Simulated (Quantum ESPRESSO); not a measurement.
# E(q) of MnRh from supercells, part 2 of 2

This program has no spiral boundary conditions, so spirals of MnRh are built in supercells. What do they cost, in energy and in time?

Quantum ESPRESSO 7.5; LDA; plane waves with GBRV 1.5 LDA potentials, no spin-orbit coupling, flat spiral in a supercell.

So far: The starting structure; Parallel moments, one cell; One turn in 2 cells along the input cell's c; One turn in 3 cells along the input cell's c.

## (5) One turn in 4 cells along the input cell's c

Neighbouring cells are turned by 90° in the xy plane; the cell holds 8 atoms.

Input file pw.in:

```
&CONTROL
  calculation = 'scf'
  prefix = 'pwscf'
  outdir = './tmp'
  pseudo_dir = './pseudo'
  disk_io = 'nowf'
/
&SYSTEM
  ibrav = 0
  nat = 8
  ntyp = 8
  ecutwfc = 34
  ecutrho = 238
  nbnd = 148
  occupations = 'smearing'
  smearing = 'fd'
  degauss = 0.00734986
  noncolin = .true.
  starting_magnetization(1) = 0.2333
  angle1(1) = 90
  angle2(1) = 0
  starting_magnetization(2) = 0.2333
  angle1(2) = 90
  angle2(2) = 90
  starting_magnetization(3) = 0.2333
  angle1(3) = 90
  angle2(3) = 180
  starting_magnetization(4) = 0.2333
  angle1(4) = 90
  angle2(4) = -90
  starting_magnetization(5) = 0
  starting_magnetization(6) = 0
  starting_magnetization(7) = 0
  starting_magnetization(8) = 0
/
&ELECTRONS
  conv_thr = 8d-08
  electron_maxstep = 150
  mixing_beta = 0.3
/
ATOMIC_SPECIES
Mn1    54.9380 mn_lda_v1.5.uspp.F.UPF
Mn2    54.9380 mn_lda_v1.5.uspp.F.UPF
Mn3    54.9380 mn_lda_v1.5.uspp.F.UPF
Mn4    54.9380 mn_lda_v1.5.uspp.F.UPF
Rh1   102.9055 rh_lda_v1.4.uspp.F.UPF
Rh2   102.9055 rh_lda_v1.4.uspp.F.UPF
Rh3   102.9055 rh_lda_v1.4.uspp.F.UPF
Rh4   102.9055 rh_lda_v1.4.uspp.F.UPF
CELL_PARAMETERS bohr
   5.7523263234    0.0000000000    0.0000000000
   0.0000000000    5.7523263234    0.0000000000
   0.0000000000    0.0000000000   23.0093052934
ATOMIC_POSITIONS crystal
Mn1     0.0000000000    0.0000000000    0.0000000000
Mn2     0.0000000000    0.0000000000    0.2500000000
Mn3     0.0000000000    0.0000000000    0.5000000000
Mn4     0.0000000000    0.0000000000    0.7500000000
Rh1     0.5000000000    0.5000000000    0.1250000000
Rh2     0.5000000000    0.5000000000    0.3750000000
Rh3     0.5000000000    0.5000000000    0.6250000000
Rh4     0.5000000000    0.5000000000    0.8750000000
K_POINTS automatic
6 6 3 0 0 0
```

The run is started by

```
$ OMP_NUM_THREADS=1 mpirun -n 4 pw.x -nk 4 -in pw.in > pw.out
```

What it wrote:

```text
     [... lines left out ...]
Program PWSCF v.7.5 starts
     [... lines left out ...]
     number of atoms/cell      =            8
     [... lines left out ...]
     number of electrons       =       120.00
     number of Kohn-Sham states=          148
     kinetic-energy cutoff     =      34.0000  Ry
     charge density cutoff     =     238.0000  Ry
     scf convergence threshold =      8.0E-08
     [... lines left out ...]
     Noncollinear calculation without spin-orbit
     [... lines left out ...]
      2 Sym. Ops. (no inversion) found
     [... lines left out ...]
     number of k points=    72  Fermi-Dirac smearing, width (Ry)=  0.0073
     [... lines left out ...]
     iteration # 24     ecut=    34.00 Ry     beta= 0.30
     [... lines left out ...]
     atom number    1 relative position :    0.0000   0.0000   0.0000
     [... lines left out ...]
     magnetization :          3.421775   -0.000427    0.000000
     [... lines left out ...]
     atom number    2 relative position :    0.0000   0.0000   1.0000
[...]
magnetization :         -0.000447    3.421989   -0.000000
[...]
atom number    3 relative position :    0.0000   0.0000   2.0000
[...]
magnetization :         -3.421784    0.000359    0.000000
[...]
atom number    4 relative position :    0.0000   0.0000   3.0000
[...]
magnetization :          0.000349   -3.421947   -0.000000
     [... lines left out ...]
     atom number    5 relative position :    0.5000   0.5000   0.5000
     [... lines left out ...]
     magnetization :          0.266140    0.266200   -0.000000
     [... lines left out ...]
     atom number    6 relative position :    0.5000   0.5000   1.5000
     [... lines left out ...]
     magnetization :         -0.266199    0.266266   -0.000000
     [... lines left out ...]
     atom number    7 relative position :    0.5000   0.5000   2.5000
     [... lines left out ...]
     magnetization :         -0.266146   -0.266258   -0.000000
     [... lines left out ...]
     atom number    8 relative position :    0.5000   0.5000   3.5000
     [... lines left out ...]
     magnetization :          0.266233   -0.266308   -0.000000
     [... lines left out ...]
     the Fermi energy is    17.5041 ev
!    total energy              =   -1530.01434396 Ry
     estimated scf accuracy    <       0.00000006 Ry
     smearing contrib. (-TS)   =      -0.01960786 Ry
     [... lines left out ...]
     total magnetization       =    -0.00    -0.00    -0.00 Bohr mag/cell
     absolute magnetization    =    15.96 Bohr mag/cell
     convergence has been achieved in  24 iterations
```

Elapsed: 11 min, on 4 MPI ranks of Arm Neoverse V2, shared host; peak memory 1.7 GiB.

This step gave:

```
smearing term TS       : 0.2668 eV
magnetization          : 0, 0, 0 μB
absolute magnetization : 15.96 μB
final state            : non-collinear
largest moment         : 3.422 μB
```

## (6) An input with a fault

One input was spoiled on purpose, to see how the program answers.

Input file pw.in:

```
&CONTROL
  calculation = 'scf'
  prefix = 'pwscf'
  outdir = './tmp'
  pseudo_dir = './pseudo'
  disk_io = 'nowf'
/
&SYSTEM
  ibrav = 0
  nat = 2
  ntyp = 2
  ecutwfc = 34
  ecutrho = 238
  nbnd = 24
  occupations = 'smearing'
  smearing = 'fd'
  degauss = 0.00734986
  nspin = 2
  starting_magnetization(1) = 0.2333
  starting_magnetization(2) = 0
/
&ELECTRONS
  conv_thr = 2d-08
  electron_maxstep = 60
  mixing_beta = 0.3
/
ATOMIC_SPECIES
Mn     54.9380 mn_lda_v1.5.uspp.F.UPF
Rh    102.9055 rh_lda_v1.4.uspp.F.UPF
CELL_PARAMETERS angstrom
   3.0440000000    0.0000000000    0.0000000000
   0.0000000000    3.0440000000    0.0000000000
   0.0000000000    0.0000000000    3.0440000000
ATOMIC_POSITIONS crystal
Mn      0.0000000000    0.0000000000    0.0000000000
Rh      0.5000000000    0.5000000000    0.5000000000
K_POINTS automatic
6 6 6 0 0 0
HUBBARD {ortho-atomic}
U Mn-6f 5.0
```

What it wrote:

```text
     [... lines left out ...]
Program PWSCF v.7.5 starts
     [... lines left out ...]
     Error in routine determine_hubbard_occ (1):
     Mismatch between the requested and available manifolds
 %%%%%%%%%%%%%%%%%%%%%%%%%%%%%%%%%%%%%%%%%%%%%%%%%%%%%%%%%%%%%%%%%%%%%%%%%%%%%%
     stopping ...
```

Run time: 0.62 s. Hardware: 4 MPI ranks; peak memory 0.05 GiB.

The program refused the input before any cycle.

The program's message: “determine_hubbard_occ (1): Mismatch between the requested and available manifolds”

The fault put into the input: a U on a shell that the file lacks.

## (7) The spirals together

Spirals:

```
q along the reciprocal vector  energy less that at q = 0 (meV a seeded atom)  largest site moment (μB)  typed angles kept  CPU time (s)
                            0                                              0                     3.387                yes         116.5
                         0.25                                          26.12                     3.422                yes          2716
                       0.3333                                          44.93                     3.423                yes          1667
                          0.5                                          78.61                     3.423                yes         450.8
```

Energy less that at q = 0, self-consistent against path:

```
path (Å⁻¹)  energy less that at q = 0, self-consistent (meV a seeded atom)
     0.000                                                               0
     0.516                                                            26.1
     0.688                                                            44.9
     1.032                                                            78.6
```

## (8) What came out

```
lowest point  : q = 0 along c*, 0 meV a seeded atom
highest point : q = 0.5, 78.6 meV a seeded atom
```

In words: No spiral that was tried lies under the parallel state. The moment changes by 1.0 % between the spirals. The cell of 4 repeats took 23 times the CPU time of the single cell, though its mesh is shorter in proportion. Here c and c* are vectors of the cell in the input, which need not be the conventional cell, and only this direction was probed. The mesh is coarse, so differences of some ten meV can be noise in a metal. Energies are free energies at an electronic temperature of 1160 K, which lowers moments and differences where the moments are itinerant. The cutoff lies under the 40 Ry that these files are usually run at.

[Logs and program files are shortened in this print: banners, set-up blocks, solver, clock and traceback lines can be left out without a mark of their own.]

[Logs are printed without paths, hosts, clocks, repeated set-up lines and the standing remarks that a program may print on its own settings, such as how far it seeks lower states.]

[Hosts, paths, dates, database ids (printed as entryN), source tags and the programs' standing remarks are cut or masked in the printed files.]

[Where a cell is said to come from a database of computed structures, the database is the Materials Project.]
